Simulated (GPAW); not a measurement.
# WSe2 (P6_3/mmc): G0W0 with GPAW, start to end

How does a plane-wave GW calculation on WSe2 (P6_3/mmc) run from the first input to the gap?

Calculated with GPAW 26.7.0; PBE and many-body steps on it, plane waves.

The database entry behind the starting cell differs from later determinations by our own check (a about 0.2 % long), so it need not match the best structure at ambient conditions.

### 1. The starting structure

The structure is hexagonal, space group P6_3/mmc (No. 194). The conventional cell has a = 3.290 Å, b = 3.290 Å, c = 12.970 Å, α = 90.00°, β = 90.00°, γ = 120.00°. Nearest to W lie 6 Se at 2.53 Å. Se has 3 W at 2.53 Å nearest. Farther neighbours and most contacts between anions are not listed.

Structure file:

```cif
data_structure
_symmetry_space_group_name_H-M 'P6_3/mmc'
_symmetry_Int_Tables_number 194
_cell_length_a 3.2900
_cell_length_b 3.2900
_cell_length_c 12.9700
_cell_angle_alpha 90.000
_cell_angle_beta 90.000
_cell_angle_gamma 120.000
_cell_volume 121.58
loop_
_atom_site_label
_atom_site_type_symbol
_atom_site_symmetry_multiplicity
_atom_site_Wyckoff_symbol
_atom_site_fract_x
_atom_site_fract_y
_atom_site_fract_z
_atom_site_occupancy
W1 W 2 c 0.33333 0.66667 0.25000 1
Se1 Se 4 f 0.33333 0.66667 0.62100 1
```

The cell and positions come from the Crystallography Open Database and are kept as given unless a step says otherwise. Spin-orbit coupling is left out unless a step names it.

### 2. Ground state

This step: GPAW 26.7.0; DFT, PBE, plane waves, PAW.

The ground-state density comes first.

Input file run.py:

```python
import json
import numpy as np
from gpaw.mpi import world
from ase import Atoms
from gpaw import GPAW, PW, FermiDirac

atoms = Atoms(['W', 'W', 'Se', 'Se', 'Se', 'Se'],
    cell=[[3.2900000000, 0.0000000000, 0.0000000000],
      [-1.6450000000, 2.8492235785, 0.0000000000],
      [0.0000000000, 0.0000000000, 12.9700000000]],
    scaled_positions=[[0.3333333333, 0.6666666667, 0.2500000000],
      [0.6666666667, 0.3333333333, 0.7500000000],
      [0.3333333333, 0.6666666667, 0.6210000000],
      [0.6666666667, 0.3333333333, 0.1210000000],
      [0.3333333333, 0.6666666667, 0.8790000000],
      [0.6666666667, 0.3333333333, 0.3790000000]],
    pbc=(True, True, True))
calc = GPAW(mode=PW(450),
    xc='PBE',
    kpts={'size': (9, 9, 2), 'gamma': True},
    occupations=FermiDirac(0.001),
    nbands=-9,
    convergence={'density': 1e-6, 'bands': -3},
    maxiter=100,
    txt='gs.txt')
atoms.calc = calc
res = {'energy': atoms.get_potential_energy()}
kpts = calc.get_ibz_k_points()
res['kpts'] = kpts
res['eigenvalues'] = [calc.get_eigenvalues(kpt=k) for k in range(len(kpts))]
res['n_electrons'] = calc.get_number_of_electrons()
calc.write('gs.gpw')

if world.rank == 0:
    with open('result.json', 'w') as f:
        json.dump(res, f, default=lambda x: x.tolist())
```

On the command line:

```bash
$ mpirun -n 8 gpaw python run.py
```

Numbers of over 12 decimals in the logs are rounded to 6 here.

The program printed:

```text
__  _  _
 | _ |_)|_||  |
 |__||  | ||/\| - 26.7.0

Input parameters:
  mode=PW(ecut=450.000000),
  convergence={'density': 1e-06, 'bands': -3},
  kpts=MonkhorstPack(size=(9, 9, 2), gamma=True),
  maxiter=100,
  nbands=-9,
  occupations=Occupations(name='fermi-dirac', width=0.001, fixmagmom=False),
  xc=XC(name='PBE')
  [... matrices ...]
Diagonalizing LCAO Hamiltonian
Converting LCAO to pw mode

        Se

           W

        Se

           Se

        W

           Se

Atoms  # Å, Bohr magnetons
|   | symbol |         x |        y |         z |    initial magnetic moments |
| 0 |      W | -0.000000 | 1.899482 |  3.242500 | ( 0.0000,  0.0000,  0.0000) |
| 1 |      W |  1.645000 | 0.949741 |  9.727500 | ( 0.0000,  0.0000,  0.0000) |
| 2 |     Se | -0.000000 | 1.899482 |  8.054370 | ( 0.0000,  0.0000,  0.0000) |
| 3 |     Se |  1.645000 | 0.949741 |  1.569370 | ( 0.0000,  0.0000,  0.0000) |
| 4 |     Se | -0.000000 | 1.899482 | 11.400630 | ( 0.0000,  0.0000,  0.0000) |
| 5 |     Se |  1.645000 | 0.949741 |  4.915630 | ( 0.0000,  0.0000,  0.0000) |

Unit cell  # Å
| periodic |         x |        y |         z |   lengths |     angles |
|      yes |  3.290000 | 0.000000 |  0.000000 |  3.290000 |  90.000000 |
|      yes | -1.645000 | 2.849224 |  0.000000 |  3.290000 |  90.000000 |
|      yes |  0.000000 | 0.000000 | 12.970000 | 12.970000 | 120.000000 |

Number of symmetries: 12
Symmetry operations  # r_c * U_cc + t_c -> r_c
|    | kind |            matrix            |
|  0 |  σ   |  1, 1, 0,  0,-1, 0,  0, 0, 1 |
|  1 |  S6  |  1, 1, 0, -1, 0, 0,  0, 0,-1 |
|  2 |  E   |  1, 0, 0,  0, 1, 0,  0, 0, 1 |
|  3 |  C2  |  1, 0, 0, -1,-1, 0,  0, 0,-1 |
|  4 |  C2  |  0, 1, 0,  1, 0, 0,  0, 0,-1 |
|  5 |  C3  |  0, 1, 0, -1,-1, 0,  0, 0, 1 |
|  6 |  S6  |  0,-1, 0,  1, 1, 0,  0, 0,-1 |
|  7 |  σ   |  0,-1, 0, -1, 0, 0,  0, 0, 1 |
|  8 |  σ   | -1, 0, 0,  1, 1, 0,  0, 0, 1 |
|  9 |  i   | -1, 0, 0,  0,-1, 0,  0, 0,-1 |
| 10 |  C3  | -1,-1, 0,  1, 0, 0,  0, 0, 1 |
| 11 |  C2  | -1,-1, 0,  0, 1, 0,  0, 0,-1 |

BZ-sampling:
  Number of BZ points: 162
  Number of IBZ points: 24

  Monkhorst-Pack size: [9, 9, 2]
  Monkhorst-Pack shift: [0.0, 0.0, 0.25]

K-points  # in reciprocal-cell coordinates
|     |                                coordinates |     weight |
|   0 | (  0.00000000,   0.00000000,   0.00000000) | 0.00617284 |
|   1 | (  0.00000000,   0.00000000,   0.50000000) | 0.00617284 |
|   2 | (  0.11111111,   0.00000000,   0.00000000) | 0.03703704 |
|   3 | (  0.11111111,   0.00000000,   0.50000000) | 0.03703704 |
|   4 | (  0.22222222,  -0.11111111,   0.00000000) | 0.03703704 |
|   5 | (  0.22222222,  -0.11111111,   0.50000000) | 0.03703704 |
|   6 | (  0.22222222,   0.00000000,   0.00000000) | 0.03703704 |
|   7 | (  0.22222222,   0.00000000,   0.50000000) | 0.03703704 |
|   8 | (  0.33333333,  -0.11111111,   0.00000000) | 0.07407407 |
|   9 | (  0.33333333,  -0.11111111,   0.50000000) | 0.07407407 |
| ... |                                            |            |
|  23 | (  0.44444444,   0.44444444,   0.50000000) | 0.03703704 |

Plane wave coefficients: 2651
Cutoff: 450.000000 eV

Spin-components: 1 (collinear spins)
Bands:           35
Projectors:      32
Spin-degeneracy: 2
Datatype:        complex128

  Storage: CPU
  Wave functions: 35_441_280 bytes (4_430_160 per core)
  Projectors: 26_327_808 bytes (3_290_976 per core)
  [... matrices ...]
Parallelization:
  kpt:    8
  domain: 1
  band:   1

Density:
  Valence electrons: 52.0
  Components: 1
  Grid points: [18 18 64]
  Charge: 0.0  # |e|

Potential:
  Grid points: [18 18 64]

species:
  W:
    name:    Tungsten
    Z:       74.0
    valence: 14
    core:    60
    charge:  0.0  # [|e|]
    compensation charges:
      type: gauss
      rc: 0.40  # [Å]
      lmax: 2
    cutoffs:
      filter: 2.36  # [Å]
      core: 3.02  # [Å]
    projectors
    | kind |    occ | energy [eV] | rcut [Å] |
    |   5s |  2.000 |     -78.830 |    1.344 |
    |   6s |  2.000 |      -5.697 |    1.344 |
    |   5p |  6.000 |     -43.233 |    1.355 |
    |   6p |  0.000 |      -1.367 |    1.355 |
    |   5d |  4.000 |      -4.494 |    1.228 |
    |    d |        |      22.717 |    1.228 |

    Using partial waves for W as LCAO basis

  Se:
    name:    Selenium
    Z:       34.0
    valence: 6
    core:    28
    charge:  0.0  # [|e|]
    compensation charges:
      type: gauss
      rc: 0.27  # [Å]
      lmax: 2
    cutoffs:
      filter: 1.77  # [Å]
      core: 2.67  # [Å]
    projectors
    | kind |    occ | energy [eV] | rcut [Å] |
    |   4s |  2.000 |     -17.277 |    0.847 |
    |   4p |  4.000 |      -6.512 |    1.005 |
    |    s |        |       9.935 |    0.847 |
    |    p |        |      20.699 |    1.005 |
    |    d |        |       0.000 |    0.847 |

    Using partial waves for Se as LCAO basis

Reference energy: -1141957.471832  # eV

eigensolver:
  PPCG
  Converge bands: -3
  niter=2

density mixing:
  MSR1-Mixer
  Pratt-step length: 0.05
  Maximum mixing coefficient: 0.75
  Old densities: 10
  SVD Regularization: 0.005
  Good broyden scale: 1.0
  Trust region scale: 1.0
  Backstep threshold: 4.0
  History deletion threshold: 6.0
  Fourier metric: weight=20.0, sigma=0.015

occupation numbers:
  Fermi-Dirac:
    width: 0.0010  # eV

poisson solver:
  ecut: 3600.000000  # eV

xc functional:
  name: PBE with 2 nearest neighbor stencil

Initialization done in: 1.796 s

convergence criteria:
- Maximum integral of absolute [dens]ity change: 1e-06 electrons / valence electron
- Maximum [total energy] change in last 3 cyles: 0.0005 eV / valence electron
- Maximum integral of absolute [eigenst]ate change: 4e-08 eV^2 / valence electron
maximum number of iterations: 100

SCF iterations
|iter     |     time |      energy | eigst |  dens |
|iter:   1|  |  -40.732693 | +0.33 |       |
|iter:   2|  |  -40.700659 | -1.35 | -1.24 |
|iter:   3|  |  -41.316700 | -0.93 | -1.26 |
|iter:   4|  |  -40.796320 | -0.42 | -1.26 |
|iter:   5|  |  -40.349874 | -1.38 | -1.38 |
|iter:   6|  |  -40.354430 | -3.17 | -2.03 |
|iter:   7|  |  -40.354146c| -4.26 | -2.85 |
|iter:   8|  |  -40.354163c| -5.56 | -3.46 |
|iter:   9|  |  -40.354164c| -6.74 | -4.12 |
|iter:  10|  |  -40.354164c| -7.36 | -4.95 |
|iter:  11|  |  -40.354164c| -7.48c| -4.95 |
|iter:  12|  |  -40.354164c| -7.65c| -5.25 |
|iter:  13|  |  -40.354164c| -8.66c| -6.13c|

Converged in 13 steps
SCF loop duration: 10.702 s (0.823 s/step)
Energy contributions relative to reference atoms: (reference = -1141957.471832)
  [... matrices ...]
Energy contributions:
  Kinetic:          48.231141
  Coulomb:         -48.544298
  Zero:             -0.236942
  External:          0.000000
  Xc:              -39.804064
  Entropy:          -0.000000
  Spinorbit:         0.000000
  ----------------------------
  Free energy:     -40.354164
  Extrapolated:    -40.354164

dipole moment: (0.000028, 0.000048, 0.000217)  # |e|*Ang

Fermi level: 9.360
Eigenvalues  # (at kpt = [0.000, 0.000, 0.000])
| band index |      eig [eV] | occ [0-2] |
|          0 |       -65.414 |     2.000 |
|        ... |               |           |
|         18 |         6.046 |     2.000 |
|         19 |         7.155 |     2.000 |
|         20 |         7.155 |     2.000 |
|         21 |         7.210 |     2.000 |
|         22 |         7.210 |     2.000 |
|         23 |         7.602 |     2.000 |
|         24 |         7.640 |     2.000 |
|         25 |         8.714 |     2.000 |
|         26 |        11.344 |     0.000 |
[...]
|         30 |        11.438 |     0.000 |
|         31 |        11.438 |     0.000 |
|         32 |        11.647 |     0.000 |
|         33 |        11.647 |     0.000 |
|         34 |        13.214 |     0.000 |

Gap: 1.062 eV
Transition (v -> c):
  (s=0, k=0, n=25, [0.00, 0.00, 0.00]) -> (s=0, k=8, n=26, [0.33, -0.11, 0.00])
Direct/indirect transitions are different
Direct gap: 1.524 eV
Transition at: (s=0, k=12, n=25, [0.33, 0.33, 0.00])
# Writing to gs.gpw (mode='')
  [... matrices ...]
```

Run time: 14 s. Hardware: 8 MPI ranks of Arm Neoverse V2, shared host; peak memory 1.5 GiB; 79 s of CPU time.

Numbers from this step:

| Property | Result |
| --- | --- |
| total energy | -40.35 eV |
| gap | 1.062 eV |
| k of the valence top | 0, 0, 0 |
| k of the conduction bottom | 0.3333, -0.1111, 0 |
| least direct gap | 1.524 eV |

The gap is indirect, with the least direct gap 0.46 eV higher.

### 3. Bands along the symmetry lines

The cheap functional maps the bands first; the places of the edges decide which points the dearer methods must see.

Input file run.py:

```python
import json
import numpy as np
from gpaw.mpi import world
from gpaw import GPAW

path = [[0.000000, 0.000000, 0.000000],
    [0.062500, 0.000000, 0.000000],
    [0.125000, 0.000000, 0.000000],
    [0.187500, 0.000000, 0.000000],
    [0.250000, 0.000000, 0.000000],
    [0.312500, 0.000000, 0.000000],
    [0.375000, 0.000000, 0.000000],
    [0.437500, 0.000000, 0.000000],
    [0.500000, 0.000000, 0.000000],
    [0.479167, 0.041667, 0.000000],
    [0.458333, 0.083333, 0.000000],
    [0.437500, 0.125000, 0.000000],
    [0.416667, 0.166667, 0.000000],
    [0.395833, 0.208333, 0.000000],
    [0.375000, 0.250000, 0.000000],
    [0.354167, 0.291667, 0.000000],
    [0.333333, 0.333333, 0.000000],
    [0.291667, 0.291667, 0.000000],
    [0.250000, 0.250000, 0.000000],
    [0.208333, 0.208333, 0.000000],
    [0.166667, 0.166667, 0.000000],
    [0.125000, 0.125000, 0.000000],
    [0.083333, 0.083333, 0.000000],
    [0.041667, 0.041667, 0.000000],
    [0.000000, 0.000000, 0.000000],
    [0.000000, 0.000000, 0.062500],
    [0.000000, 0.000000, 0.125000],
    [0.000000, 0.000000, 0.187500],
    [0.000000, 0.000000, 0.250000],
    [0.000000, 0.000000, 0.312500],
    [0.000000, 0.000000, 0.375000],
    [0.000000, 0.000000, 0.437500],
    [0.000000, 0.000000, 0.500000],
    [0.062500, 0.000000, 0.500000],
    [0.125000, 0.000000, 0.500000],
    [0.187500, 0.000000, 0.500000],
    [0.250000, 0.000000, 0.500000],
    [0.312500, 0.000000, 0.500000],
    [0.375000, 0.000000, 0.500000],
    [0.437500, 0.000000, 0.500000],
    [0.500000, 0.000000, 0.500000],
    [0.479167, 0.041667, 0.500000],
    [0.458333, 0.083333, 0.500000],
    [0.437500, 0.125000, 0.500000],
    [0.416667, 0.166667, 0.500000],
    [0.395833, 0.208333, 0.500000],
    [0.375000, 0.250000, 0.500000],
    [0.354167, 0.291667, 0.500000],
    [0.333333, 0.333333, 0.500000],
    [0.291667, 0.291667, 0.500000],
    [0.250000, 0.250000, 0.500000],
    [0.208333, 0.208333, 0.500000],
    [0.166667, 0.166667, 0.500000],
    [0.125000, 0.125000, 0.500000],
    [0.083333, 0.083333, 0.500000],
    [0.041667, 0.041667, 0.500000],
    [0.000000, 0.000000, 0.500000],
    [0.500000, 0.000000, 0.500000],
    [0.500000, 0.000000, 0.437500],
    [0.500000, 0.000000, 0.375000],
    [0.500000, 0.000000, 0.312500],
    [0.500000, 0.000000, 0.250000],
    [0.500000, 0.000000, 0.187500],
    [0.500000, 0.000000, 0.125000],
    [0.500000, 0.000000, 0.062500],
    [0.500000, 0.000000, 0.000000],
    [0.333333, 0.333333, 0.500000],
    [0.333333, 0.333333, 0.437500],
    [0.333333, 0.333333, 0.375000],
    [0.333333, 0.333333, 0.312500],
    [0.333333, 0.333333, 0.250000],
    [0.333333, 0.333333, 0.187500],
    [0.333333, 0.333333, 0.125000],
    [0.333333, 0.333333, 0.062500],
    [0.333333, 0.333333, 0.000000]]
calc = GPAW('gs.gpw').fixed_density(kpts=path,
    symmetry='off',
    nbands=36,
    convergence={'bands': 32},
    txt='bands.txt')
res = {}
kpts = calc.get_ibz_k_points()
res['kpts'] = kpts
res['eigenvalues'] = [calc.get_eigenvalues(kpt=k) for k in range(len(kpts))]
res['n_electrons'] = calc.get_number_of_electrons()

if world.rank == 0:
    with open('result.json', 'w') as f:
        json.dump(res, f, default=lambda x: x.tolist())
```

On the command line:

```bash
$ mpirun -n 8 gpaw python run.py
```

The program printed:

```text
Diagonalizing LCAO Hamiltonian
Converting LCAO to pw mode
convergence criteria:
- Maximum integral of absolute [eigenst]ate change: 4e-08 eV^2 / valence electron
maximum number of iterations: 100

SCF iterations
|iter     |     time |      energy | eigst |  dens |
|iter:   1|  |             | +0.13 |       |
|iter:   2|  |             | -1.42 |       |
|iter:   3|  |             | -2.64 |       |
[...]
|iter:   7|  |             | -6.53 |       |
|iter:   8|  |             | -7.33 |       |
|iter:   9|  |             | -7.93c|       |
SCF steps: 9
  __  _  _
 | _ |_)|_||  |
 |__||  | ||/\| - 26.7.0

Input parameters:
  mode=PW(ecut=450.000000),
  convergence={'bands': 32},
  gpts=array([18, 18, 64]),
  kpts=KPoints(kpts=array([[0.      , 0.      , 0.      ],
         [0.0625  , 0.      , 0.      ],
         [0.125   , 0.      , 0.      ],
         [0.1875  , 0.      , 0.      ],
[...]
[0.479167, 0.041667, 0.      ],
         [0.458333, 0.083333, 0.      ],
[...]
[0.416667, 0.166667, 0.      ],
[...]
[0.5     , 0.      , 0.0625  ],
         [0.5     , 0.      , 0.      ],
[...]
[0.333333, 0.333333, 0.125   ],
         [0.333333, 0.333333, 0.0625  ],
         [0.333333, 0.333333, 0.      ]])),
  maxiter=100,
  nbands=36,
  occupations=Occupations(name='fermi-dirac', width=0.001, fixmagmom=False),
  parallel={},
  symmetry=Symmetry(point_group=False, time_reversal=False),
  xc=XC(name='PBE')
  [... matrices ...]
timing:  # [seconds]
  Total: 0.097  # ━━━━━━━━━━━━━━━━━━━━━━━━━━━━━━━━━━━━━━━━━━━━━━━━━━━━━━━━━━━
```

The job ended after 26 s (8 MPI ranks; peak memory 1.7 GiB; 2.3 min of CPU time).

Numbers from this step:

| Item | Value |
| --- | --- |
| gap | 0.9662 eV |
| k of the valence top | 0, 0, 0 |
| k of the conduction bottom | 0.1667, 0.1667, 0 |
| least direct gap | 1.524 eV |

The gap is 0.966 eV, −0.095 eV from the run before at this level.

Electronic bands along the path, in eV, zero at the top of the highest filled band:

```tsv
point	band 23	band 24	band 25	band 26	band 27	band 28	band 29	band 30
Γ	-1.50	-1.11	-1.07	0.00	2.63	2.63	2.68	2.68
halfway	-1.87	-1.52	-1.35	-1.23	1.32	1.98	2.23	2.25
M	-1.44	-1.37	-1.28	-1.13	2.11	2.15	2.30	2.64
halfway	-2.64	-2.26	-0.86	-0.58	1.83	1.94	2.53	2.62
K	-2.55	-2.55	-0.45	-0.21	1.31	1.31	1.89	3.07
halfway	-1.71	-1.49	-1.15	-1.11	0.97	1.85	2.02	2.04
Γ	-1.50	-1.11	-1.07	0.00	2.63	2.63	2.68	2.68
halfway	-1.51	-1.51	-0.55	-0.05	2.63	2.63	2.65	2.65
A	-1.53	-1.53	-0.22	-0.22	2.64	2.64	2.64	2.64
halfway	-1.91	-1.91	-1.24	-1.24	1.72	1.72	2.09	2.09
L	-1.35	-1.35	-1.25	-1.25	2.13	2.13	2.50	2.50
halfway	-2.54	-2.54	-0.71	-0.71	1.89	1.89	2.63	2.63
H	-2.73	-2.73	-0.35	-0.35	1.31	1.31	2.43	2.43
halfway	-1.67	-1.67	-1.12	-1.12	1.36	1.36	2.14	2.14
A	-1.53	-1.53	-0.22	-0.22	2.64	2.64	2.64	2.64
jump to L	-1.35	-1.35	-1.25	-1.25	2.13	2.13	2.50	2.50
halfway	-1.41	-1.34	-1.30	-1.16	2.12	2.15	2.36	2.60
M	-1.44	-1.37	-1.28	-1.13	2.11	2.15	2.30	2.64
jump to H	-2.73	-2.73	-0.35	-0.35	1.31	1.31	2.43	2.43
halfway	-2.63	-2.63	-0.43	-0.26	1.31	1.31	2.04	2.88
K	-2.55	-2.55	-0.45	-0.21	1.31	1.31	1.89	3.07
```

### 4. Empty states on the mesh, 6×6×2 mesh, 171 bands

The sums over transitions need many empty states on a uniform mesh; this step solves for them.

Input file run.py:

```python
import json
import numpy as np
from gpaw.mpi import world
from gpaw import GPAW

calc = GPAW('gs.gpw').fixed_density(kpts={'size': (6, 6, 2), 'gamma': True},
    nbands=199,
    convergence={'bands': 171},
    update_fermi_level=True,
    txt='nscf.txt')
calc.write('full.gpw', mode='all')
res = {}
kpts = calc.get_ibz_k_points()
res['kpts'] = kpts
res['eigenvalues'] = [calc.get_eigenvalues(kpt=k) for k in range(len(kpts))]
res['n_electrons'] = calc.get_number_of_electrons()

if world.rank == 0:
    with open('result.json', 'w') as f:
        json.dump(res, f, default=lambda x: x.tolist())
```

On the command line:

```bash
$ mpirun -n 8 gpaw python run.py
```

The program printed:

```text
Diagonalizing LCAO Hamiltonian
Converting LCAO to pw mode
convergence criteria:
- Maximum integral of absolute [eigenst]ate change: 4e-08 eV^2 / valence electron
maximum number of iterations: 100

SCF iterations
|iter     |     time |      energy | eigst |  dens |
|iter:   1|  |             | +3.89 |       |
|iter:   2|  |             | +2.71 |       |
|iter:   3|  |             | +1.58 |       |
[...]
|iter:  12|  |             | -6.32 |       |
|iter:  13|  |             | -7.04 |       |
|iter:  14|  |             | -7.48c|       |
SCF steps: 14
  __  _  _
 | _ |_)|_||  |
 |__||  | ||/\| - 26.7.0

Input parameters:
  mode=PW(ecut=450.000000),
  convergence={'bands': 171},
  gpts=array([18, 18, 64]),
  kpts=MonkhorstPack(size=(6, 6, 2), gamma=True),
  maxiter=100,
  nbands=199,
  occupations=Occupations(name='fermi-dirac', width=0.001, fixmagmom=False),
  parallel={},
  xc=XC(name='PBE')
# Writing to full.gpw (mode='all')
  [... matrices ...]

timing:  # [seconds]
  Total: 0.104  # ━━━━━━━━━━━━━━━━━━━━━━━━━━━━━━━━━━━━━━━━━━━━━━━━━━━━━━━━━━━
```

The job ended after 60 s (8 MPI ranks; peak memory 1.8 GiB; 5.4 min of CPU time).

Numbers from this step:

* gap: 0.9662 eV
* k of the valence top: 0, 0, 0
* k of the conduction bottom: 0.3333, -0.1667, 0
* least direct gap: 1.524 eV
* k points computed: 14
* lowest point of the top converged band, above the valence top: 55.3036 eV

On this mesh the gap is 0.966 eV.

[end of part 1 of 2]

[Paths, hosts, dates, memory and timing lines, banners, echoed tables and standing remarks are left out of the program output.]

[Logs are printed without paths, hosts, clocks, repeated set-up lines and the standing remarks that a program may print on its own settings, such as how far it seeks lower states.]

[Runs of the session that timed out or met a known fault of the program may be left out.]

[Hosts, paths, dates, database ids (printed as entryN), source tags and the programs' standing remarks are cut or masked in the printed files.]
